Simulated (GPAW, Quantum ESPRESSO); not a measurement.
Consider SrIrO3 (Pnma).

```xyz
20
Lattice="5.6889 0.0000 0.0000 0.0000 7.9435 0.0000 0.0000 0.0000 5.6417" Properties=species:S:1:pos:R:3 pbc="T T T"
Ir    2.8444    0.0000    0.0000
Ir    0.0000    3.9718    2.8208
Ir    2.8444    3.9718    0.0000
Ir    0.0000    0.0000    2.8208
Sr    2.6075    5.9577    2.7639
Sr    5.4519    5.9577    0.0570
Sr    3.0814    1.9859    2.8778
Sr    0.2370    1.9859    5.5847
O     1.6368    0.3537    4.0152
O     4.4813    3.6180    4.4473
O     4.0520    4.3255    1.6264
O     1.2076    7.5898    1.1944
O     4.0520    7.5898    1.6264
O     1.2076    4.3255    1.1944
O     1.6368    3.6180    4.0152
O     4.4813    0.3537    4.4473
O     2.9332    5.9577    5.1750
O     0.0888    5.9577    3.2876
O     2.7556    1.9859    0.4667
O     5.6001    1.9859    2.3541
```

Absorber: atom 9, with 2 Ir at 2.06 Å (bent, 154°, site symmetry 1). Method: Quantum ESPRESSO XSpectra, LDA, excited-electron core hole (neutral cell), 20-atom cell with 5.6 Å between holes, 5×5×4 k points, dipole transitions, Lorentzian half width 0.3 eV up to 4 eV, rising linearly to 2.5 eV at 25 eV, without spin-orbit coupling.

**Question.** Predict the near-edge structure at the O K edge.

Main maxima up to 24 eV above the zero (height): 1.2 eV (1.41), 2.8 eV (1.17), 3.6 eV (1.29), 6.2 eV (1.68) and 9.4 eV (1.31). A K edge sees empty p states; the first features are O p mixed into the empty d states of the Ir neighbours, and the broad ones above probably into the cations' higher empty bands. The total-energy difference is 533.25 eV. One term is added: -8.83 eV, since the hole is spin-paired here and a spin-polarised one costs that much less in the free atom (computed apart). The photon energy is then 524.42 eV. The functional leaves an error in such absolute values: in the free atom LDA prices this hole 4.1 eV below PBE (computed apart), and PBE is itself good to a few eV.

The O K spectrum (energy from the energy zero of the input (xe0, at the border of filled and empty states); intensity scaled to a mean of 1 over the first 20 eV; the points at xe0, where the cut of filled states can leave a spike, are interpolated; polarised curves are means over the symmetry-equivalent atoms):

| E (eV) | isotropic | ε ∥ x | ε ∥ y | ε ∥ z |
| --- | --- | --- | --- | --- |
| -2.0 | 0.05 | 0.06 | 0.03 | 0.05 |
| -1.5 | 0.06 | 0.07 | 0.04 | 0.07 |
| -1.0 | 0.08 | 0.10 | 0.05 | 0.10 |
| -0.5 | 0.13 | 0.16 | 0.08 | 0.16 |
| 0.0 | 0.30 | 0.34 | 0.22 | 0.34 |
| 0.5 | 0.77 | 0.86 | 0.62 | 0.85 |
| 1.0 | 1.30 | 1.70 | 0.54 | 1.65 |
| 1.5 | 1.09 | 1.54 | 0.25 | 1.48 |
| 2.0 | 0.81 | 1.14 | 0.18 | 1.10 |
| 2.5 | 1.01 | 1.44 | 0.18 | 1.42 |
| 3.0 | 1.14 | 1.63 | 0.17 | 1.61 |
| 3.5 | 1.24 | 1.77 | 0.18 | 1.78 |
| 4.0 | 1.10 | 1.55 | 0.21 | 1.55 |
| 4.5 | 0.87 | 1.12 | 0.34 | 1.16 |
| 5.0 | 1.01 | 1.07 | 0.70 | 1.26 |
| 5.5 | 1.45 | 1.42 | 1.18 | 1.75 |
| 6.0 | 1.67 | 1.65 | 1.60 | 1.75 |
| 6.5 | 1.63 | 1.54 | 1.74 | 1.61 |
| 7.0 | 1.51 | 1.39 | 1.70 | 1.43 |
| 7.5 | 1.46 | 1.34 | 1.72 | 1.31 |
| 8.0 | 1.38 | 1.31 | 1.61 | 1.22 |
| 8.5 | 1.28 | 1.31 | 1.35 | 1.18 |
| 9.0 | 1.29 | 1.41 | 1.19 | 1.27 |
| 9.5 | 1.30 | 1.42 | 1.10 | 1.39 |
| 10.0 | 1.20 | 1.30 | 0.98 | 1.33 |
| 10.5 | 1.10 | 1.20 | 0.90 | 1.21 |
| 11.0 | 1.05 | 1.15 | 0.89 | 1.12 |
| 11.5 | 1.04 | 1.13 | 0.91 | 1.06 |
| 12.0 | 1.03 | 1.12 | 0.93 | 1.03 |
| 12.5 | 1.01 | 1.08 | 0.94 | 1.00 |
| 13.0 | 0.98 | 1.03 | 0.93 | 0.97 |
| 13.5 | 0.92 | 0.95 | 0.90 | 0.92 |
| 14.0 | 0.85 | 0.86 | 0.84 | 0.84 |
| 14.5 | 0.78 | 0.78 | 0.79 | 0.77 |
| 15.0 | 0.72 | 0.72 | 0.74 | 0.70 |
| 15.5 | 0.68 | 0.68 | 0.70 | 0.66 |
| 16.0 | 0.65 | 0.65 | 0.68 | 0.63 |
| 16.5 | 0.63 | 0.62 | 0.67 | 0.61 |
| 17.0 | 0.61 | 0.59 | 0.66 | 0.59 |
| 17.5 | 0.60 | 0.57 | 0.64 | 0.59 |
| 18.0 | 0.59 | 0.56 | 0.64 | 0.58 |
| 18.5 | 0.59 | 0.56 | 0.64 | 0.57 |
| 19.0 | 0.59 | 0.57 | 0.64 | 0.57 |
| 19.5 | 0.61 | 0.58 | 0.66 | 0.58 |
| 20.0 | 0.63 | 0.60 | 0.69 | 0.58 |
| 20.5 | 0.65 | 0.62 | 0.73 | 0.60 |
| 21.0 | 0.67 | 0.64 | 0.77 | 0.61 |
| 21.5 | 0.69 | 0.65 | 0.80 | 0.63 |
| 22.0 | 0.71 | 0.66 | 0.83 | 0.64 |
| 22.5 | 0.72 | 0.66 | 0.85 | 0.65 |
| 23.0 | 0.72 | 0.66 | 0.86 | 0.65 |
| 23.5 | 0.72 | 0.65 | 0.85 | 0.66 |
| 24.0 | 0.72 | 0.66 | 0.84 | 0.67 |
| 24.5 | 0.72 | 0.66 | 0.82 | 0.68 |
| 25.0 | 0.72 | 0.66 | 0.81 | 0.69 |
| 25.5 | 0.72 | 0.67 | 0.79 | 0.71 |
| 26.0 | 0.73 | 0.67 | 0.78 | 0.73 |
| 26.5 | 0.73 | 0.68 | 0.77 | 0.74 |
| 27.0 | 0.74 | 0.70 | 0.76 | 0.76 |
| 27.5 | 0.75 | 0.72 | 0.75 | 0.78 |
| 28.0 | 0.76 | 0.74 | 0.75 | 0.80 |
| 28.5 | 0.78 | 0.76 | 0.75 | 0.82 |
| 29.0 | 0.79 | 0.78 | 0.75 | 0.83 |
| 29.5 | 0.80 | 0.81 | 0.75 | 0.84 |
| 30.0 | 0.81 | 0.83 | 0.75 | 0.85 |
| 30.5 | 0.82 | 0.85 | 0.75 | 0.86 |
| 31.0 | 0.83 | 0.86 | 0.76 | 0.86 |
| 31.5 | 0.83 | 0.87 | 0.76 | 0.86 |
| 32.0 | 0.83 | 0.87 | 0.76 | 0.85 |

The unit cell's mesh shows no gap over 0.35 eV. That is right for a metallic compound; for a small-gap or correlated insulator it would be the fault of the functional or of the assumed magnetic order, and the hole would be screened too well. The crystal has 2 inequivalent O sites and not all are shown here, while a measurement adds them all. The holes are only 5.6 Å apart, so the shape is probably not converged with cell size; no larger cell was run here. Lifetime broadening is put in by hand, and intensities beyond about 20 eV depend on it and on the partial waves; weight that the partial waves miss at high energy is lost. The structure is a computed Materials Project entry and may be a hypothetical form.

[Banner, clock and machine lines of the logs are left out without a mark of their own.]

[Logs are printed without paths, hosts, clocks, repeated set-up lines and the standing remarks that a program may print on its own settings, such as how far it seeks lower states.]

[Hosts, paths, dates, database ids (printed as entryN), source tags and the programs' standing remarks are cut or masked in the printed files.]

[Lists of maxima count a maximum above −3 eV only where it reaches 4 % of the highest in the window and stands out from its surroundings by 2 % of it (1.5 % where it reaches 55 %); shoulders and weaker maxima are passed over, and of the rest the first, up to two pre-edge ones and the few strongest are named.]
